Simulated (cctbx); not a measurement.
# Diagnosing a refinement

Cell a = 3.9840 Å, b = 3.9840 Å, c = 11.7220 Å, α = 90.00°, β = 90.00°, γ = 90.00°; space group I4/mmm (no. 139).

Simulated single-crystal data (cctbx): Cu Kα, λ = 1.54184 Å, to d = 0.83 Å, 50 % of the full sphere, strongest reflection 70000 counts, noise from counting, a 2 % proportional error and a noise floor of 8 counts (s.d.); no absorption.

An anisotropic refinement with weights 1/σ² prints:

```text
Rint 0.014, 70 unique reflections to 0.83 A
cycle     R1     wR2    GooF  max shift (A)
   1  0.3357  0.6524  52.767   0.03044
   2  0.2798  0.5449  44.071   0.00047
final R1 0.2796 wR2 0.5449 GooF 44.069  parameters 5  data/parameter 14.0
atom        x        y        z      Ueq    occ   su(xyz)  su(Uiso or U11)
Sb1    0.00000  0.00000  0.34565  -0.0075  1.000  0.00070  0.0059  NPD
Fe1    0.50000  0.00000  0.25000  -0.0216  1.000  0.00000  0.0068  NPD
difference map: max 100.29 min -11.17 rms 6.35
Q1    0.0000  0.0000  0.0000    2  100.29  3.35 A from Sb1
Q2    0.0000  0.0000  0.3337    4   79.22  0.14 A from Sb1
Q3    0.0000  0.5000  0.2164    8    8.11  0.39 A from Fe1
Q4    0.2189  0.2189  0.0000    8    6.14  2.40 A from Sb1
Q5    0.2781  0.2781  0.1848   16    5.84  1.30 A from Sb1
Q6    0.1471  0.1471  0.0824   16    4.31  2.16 A from Sb1
```

Q: Accept it or mend it, and why?

Mend it. The fault: an atom left out, Ca at (0, 0, 0). Against the right model at the same level, R1 goes from 0.0053 to 0.2796 and GooF from 0.94 to 44.07, U of Fe1 shrinks from 0.0052 to -0.0216 Å², the top difference peak, 100.3 e/Å³, lies 3.35 Å from Sb1 and Sb1 and Fe1 go non-positive-definite. Q1 is the missing atom. With scattering power missing, scale and phases suffer, so peaks may also grow on the heavy atoms.

The compound is CaFe2Sb2. The right model at the same level gives:

```text
Rint 0.014, 70 unique reflections to 0.83 A
cycle     R1     wR2    GooF  max shift (A)
   1  0.0061  0.0141   1.160   0.00013
   2  0.0053  0.0114   0.935   0.00000
final R1 0.0053 wR2 0.0114 GooF 0.935  parameters 7  data/parameter 10.0
atom        x        y        z      Ueq    occ   su(xyz)  su(Uiso or U11)
Sb1    0.00000  0.00000  0.34300   0.0041  1.000  0.00001  0.0001
Fe1    0.50000  0.00000  0.25000   0.0052  1.000  0.00000  0.0001
Ca1    0.00000  0.00000  0.00000   0.0045  1.000  0.00000  0.0002
difference map: max 0.19 min -0.19 rms 0.07
Q1    0.2148  0.2148  0.1966   16    0.20  1.55 A from Fe1
Q2    0.0000  0.0000  0.1932    4    0.19  1.76 A from Sb1
Q3    0.0000  0.2884  0.4567   16    0.17  1.76 A from Sb1
Q4    0.1594  0.1594  0.4489   16    0.13  1.53 A from Sb1
Q5    0.1000  0.3000  0.5000   16    0.12  1.78 A from Ca1
Q6    0.0000  0.5000  0.1813    8    0.12  0.81 A from Fe1
```

Isotropic U is held between 0.0001 and 1 Å² by the program, and listed peak heights are interpolated, so they can pass the grid's maximum.

This is a model crystal, built by substitution and not relaxed, with assumed displacement parameters.

[Middle refinement cycles are left out of these outputs.]

[Logs are printed without paths, hosts, clocks, repeated set-up lines and the standing remarks that a program may print on its own settings, such as how far it seeks lower states.]
